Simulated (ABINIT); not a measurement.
# SiO2 (P6_422): G0W0 on several meshes in ABINIT, part 2 of 2

Aim: the GW shift of SiO2 (P6_422) against the k mesh.

ABINIT 10.8.3; LDA and many-body steps on it, plane waves. Known limits of the many-body steps: not at the basis limit; coarse k mesh.

So far. Step 4 (3×3×2): The gap on the mesh goes from 5.50 eV to 8.38 eV, a correction of +2.88 eV. Step 5 (Empty states on the mesh, 3×3×4 mesh, 147 bands): On this mesh the gap is 5.503 eV.

## Step 7: 3×3×4

This step: G0W0 on LDA, plane waves, norm-conserving pseudopotentials.

run.abi

```
acell 3*1.0 Angstrom
rprim 
  5.060522228394 0.000000000001 0.000000000000
  -2.530261114198 4.382540806204 0.000000000000
  0.000000000000 0.000000000000 5.541353310000
ntypat 2
znucl 14 8
natom 9
typat 1 1 1 2 2 2 2 2 2
xred 
  0.000000000000 0.500000000000 0.333333333333
  0.500000000000 0.500000000000 0.666666666667
  0.500000000000 0.000000000000 -0.000000000000
  0.582789260000 0.791394630000 0.833333333333
  0.791394630000 0.582789260000 0.500000000000
  0.791394630000 0.208605370000 0.166666666667
  0.417210740000 0.208605370000 0.833333333333
  0.208605370000 0.417210740000 0.500000000000
  0.208605370000 0.791394630000 0.166666666667
pp_dirpath "pseudos"
pseudos "Si.upf, O.upf"
ecut 36
ngkpt 3 3 4
nshiftk 1
shiftk 0 0 0
kptopt 1
chksymbreak 0
istwfk *1
occopt 1
irdwfk 1
optdriver 4
nband 135
gwcalctyp 0
ecutsigx 36
symsigma 1
nkptgw 2
kptgw 
  0.0000000000 0.0000000000 0.5000000000
  0.0000000000 0.0000000000 0.0000000000
bdgw 
  23 26
  22 27
ecuteps 2.52
irdscr 1
ppmodel 1
indata_prefix "in"
outdata_prefix "out"
tmpdata_prefix "tmp"
```

On the command line:

```console
OMP_NUM_THREADS=1 mpirun -n 8 abinit run.abi > log
```

Numbers of over 12 decimals in the logs are rounded to 6 here.

What it wrote:

```text
.Version 10.8.3 of ABINIT. v10.8.2 released Aug 2026.

 Symmetries : space group P6_4 2 2 (#181); Bravais hP (primitive hexag.)
[... echo of the input left out ...]
== DATASET  1 ==================================================================
-   mpi_nproc: 8, omp_nthreads: 1 (-1 if OMP is not activated)

--- !DatasetInfo
iteration_state: {dtset: 1, }
dimensions: {natom: 9, nkpt: 9, mband: 135, nsppol: 1, nspinor: 1, nspden: 1, mpw: 8607, }
cutoff_energies: {ecut:  36.0, pawecutdg:  -1.0, }
electrons: {nelect:   4.80000000E+01, charge:   0.00000000E+00, occopt:   1.00000000E+00, tsmear:   1.00000000E-02, }

 SIGMA: Calculation of the GW corrections

 Based on a program developped by R.W. Godby, V. Olevano, G. Onida, and L. Reining.
 Incorporated in ABINIT by V. Olevano, G.-M. Rignanese, and M. Torrent.
.Using double precision arithmetic ; gwpc =  8

[... cell and pseudopotentials left out ...]
--------------------------------------------------------------------------------

 ==== K-mesh for the wavefunctions ====
 Number of points in the irreducible wedge :     9
[... list of points left out ...]
 Together with 12 symmetry operations and time-reversal symmetry
 yields    36 points in the full Brillouin Zone.

 ==== Q-mesh for screening function ====
 Number of points in the irreducible wedge :     9
[... list of points left out ...]
 Together with 12 symmetry operations and time-reversal symmetry
 yields    36 points in the full Brillouin Zone.

 vcoul_init : cutoff-mode = AUXILIARY_FUNCTION
 q-points for optical limit:   1
     1)      0.000010    0.000020    0.000030
 setmesh: FFT mesh size selected  =    45x   45x   60
          total number of points  =       121500

 Number of electrons calculated from density =   48.0000; Expected =   48.0000
[...]
number of omega for Sigma on real axis              0
 max omega for Sigma on real axis  [eV]           0.00
 zcut for avoiding poles [eV]                     0.10

 EPSILON^-1 parameters (SCR file):
 dimension of the eps^-1 matrix on file            157
 dimension of the eps^-1 matrix used               157
 number of plane-waves for wavefunctions          8543
 number of bands                                   135
 number of q-points in IBZ                           9
 number of frequencies                               2
 number of real frequencies                          1
 number of imag frequencies                          1

 matrix elements of self-energy operator (all in [eV])

 Perturbative Calculation

--- !SelfEnergy_ee
iteration_state: {dtset: 1, }
kpoint     : [   0.000,    0.000,    0.500, ]
spin       : 1
KS_gap     :    7.308
QP_gap     :   10.467
Delta_QP_KS:    3.159
data: !SigmaeeData |
     Band     E0 <VxcDFT>   SigX SigC(E0)      Z dSigC/dE  Sig(E)    E-E0       E
       23  -0.394 -19.925 -25.767   4.126   0.822  -0.216 -21.336  -1.411  -1.805
       24  -0.394 -19.925 -25.767   4.126   0.822  -0.216 -21.336  -1.411  -1.805
       25   6.914 -11.536  -6.674  -2.853   0.870  -0.149  -9.788   1.748   8.662
[...]
--- !SelfEnergy_ee
iteration_state: {dtset: 1, }
kpoint     : [   0.000,    0.000,    0.000, ]
spin       : 1
KS_gap     :    5.695
QP_gap     :    8.582
Delta_QP_KS:    2.886
data: !SigmaeeData |
     Band     E0 <VxcDFT>   SigX SigC(E0)      Z dSigC/dE  Sig(E)    E-E0       E
[...]
26   8.335 -11.205  -5.854  -3.040   0.867  -0.154  -9.202   2.003  10.338
       27   8.335 -11.205  -5.854  -3.040   0.867  -0.154  -9.202   2.003  10.338

== END DATASET(S) ==============================================================
================================================================================

 -outvars: echo values of variables after computation  --------
           etotal      0.0000000000E+00
            nband         135
             nkpt           9
          spgroup         181
 [... the other variables as echoed above ...]

 Calculation completed.
```

Wall time 5.9 s (8 MPI ranks of Arm Neoverse V1, shared host); peak memory 1.8 GiB.

This step gave:

```
G0W0 gap on the points computed              : 8.373 eV
starting gap on the mesh                     : 5.503 eV
k of the valence top                         : 0, 0, 0.5
k of the conduction bottom                   : 0, 0, 0
Z at the valence top                         : 0.822
Z at the conduction bottom                   : 0.878
least direct G0W0 gap on the computed points : 8.582 eV
```

Against G0W0 in ABINIT (3×3×2 mesh, 135 bands, screening to 68.6 eV, Godby-Needs plasmon pole), the gap moves by −0.010 eV.

## Step 8: The runs together

Times are wall times on 8 MPI ranks of Arm Neoverse V1, shared host. The host was busy with other work, so they are no guide to cost. A run's time includes the screening step that it read.

```csv
run,mesh,bands,screening cutoff (eV),DFT gap (eV),gap on the mesh (eV),direct (eV),ε∞ used,time
3×3×2,3×3×2,135,68.6,5.503,8.383,8.588,2.30,37 s
3×3×4,3×3×4,135,68.6,5.503,8.373,8.582,2.30,68 s
```

## Step 9: What came out

```json
{
 "3×3×2": "8.383 eV",
 "3×3×4": "8.373 eV",
 "known limits": "not at the basis limit; coarse k mesh"
}
```

In words: 3×3×4: −0.010 eV against 3×3×2. Bands and cutoff are finite, so the gap is not at the basis limit. The miss can reach some tenths of an eV and take either sign; the mesh is an error of its own. In the G0W0 runs levels were corrected at 2 k points alone, so a gap called «on the mesh» is the least over those, and an edge elsewhere would be missed. The 3×3×2 mesh is coarse for this cell, which bears on the long-range parts of exchange and screening.

[Paths, hosts, dates, memory and timing lines, banners, echoed tables and standing remarks are left out of the program output.]

[Logs are printed without paths, hosts, clocks, repeated set-up lines and the standing remarks that a program may print on its own settings, such as how far it seeks lower states.]

[Runs of the session that timed out or met a known fault of the program may be left out.]

[Hosts, paths, dates, database ids (printed as entryN), source tags and the programs' standing remarks are cut or masked in the printed files.]

[G0W0 gaps are taken among the corrected bands and points alone; a level outside them can change the order at an edge.]

[Where Ansatz stands beside ABINIT at settings called matched, ABINIT's density can come from a denser mesh and the files from another edition; pairs whose starting gaps differed by over 0.03 eV were left out, so agreement reads better than it is.]
